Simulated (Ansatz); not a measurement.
# Direct or indirect: BN (F-43m)

```cif
data_structure
_symmetry_space_group_name_H-M 'F-43m'
_symmetry_Int_Tables_number 216
_cell_length_a 3.6150
_cell_length_b 3.6150
_cell_length_c 3.6150
_cell_angle_alpha 90.000
_cell_angle_beta 90.000
_cell_angle_gamma 90.000
_cell_volume 47.24
loop_
_atom_site_label
_atom_site_type_symbol
_atom_site_symmetry_multiplicity
_atom_site_Wyckoff_symbol
_atom_site_fract_x
_atom_site_fract_y
_atom_site_fract_z
_atom_site_occupancy
N1 N 4 c 0.25000 0.25000 0.25000 1
B1 B 4 a 0.00000 0.00000 0.00000 1
```

Method: Ansatz, PBE, independent particles, without spin-orbit coupling, line width 0.2 eV (Gaussian). The band structure gives a fundamental gap of 4.47 eV. The spectrum of vertical transitions near the edge:

| E (eV) | Im ε, E ∥ xyz |
| --- | --- |
| 4.02 | 0.00 |
| 4.20 | 0.00 |
| 4.38 | 0.00 |
| 4.56 | 0.00 |
| 4.74 | 0.00 |
| 4.92 | 0.00 |
| 5.10 | 0.00 |
| 5.28 | 0.00 |
| 5.46 | 0.00 |
| 5.64 | 0.00 |
| 5.82 | 0.00 |
| 6.00 | 0.00 |
| 6.18 | 0.00 |
| 6.36 | 0.00 |
| 6.54 | 0.00 |
| 6.72 | 0.00 |
| 6.90 | 0.00 |
| 7.08 | 0.00 |
| 7.26 | 0.00 |
| 7.44 | 0.00 |
| 7.62 | 0.00 |
| 7.80 | 0.00 |
| 7.98 | 0.00 |
| 8.16 | 0.00 |
| 8.34 | 0.00 |
| 8.52 | 0.02 |
| 8.70 | 0.23 |
| 8.88 | 1.01 |
| 9.06 | 1.94 |
| 9.24 | 2.72 |
| 9.42 | 3.85 |
| 9.60 | 5.43 |
| 9.78 | 7.07 |
| 9.96 | 7.94 |

(1) Is the gap direct or indirect, and about where do vertical transitions set in?

Answers

(1) Indirect, by the band path, whose least direct gap is 8.83 eV. The curves fit this: they stay near zero above 4.47 eV and rise only from about 8.8 eV, though a forbidden direct transition would look alike. Lines are broadened by 0.2 eV, which spreads the edge, and phonons, which would give weak absorption from the fundamental gap up, are left out.

[Logs are printed without paths, hosts, clocks, repeated set-up lines and the standing remarks that a program may print on its own settings, such as how far it seeks lower states.]
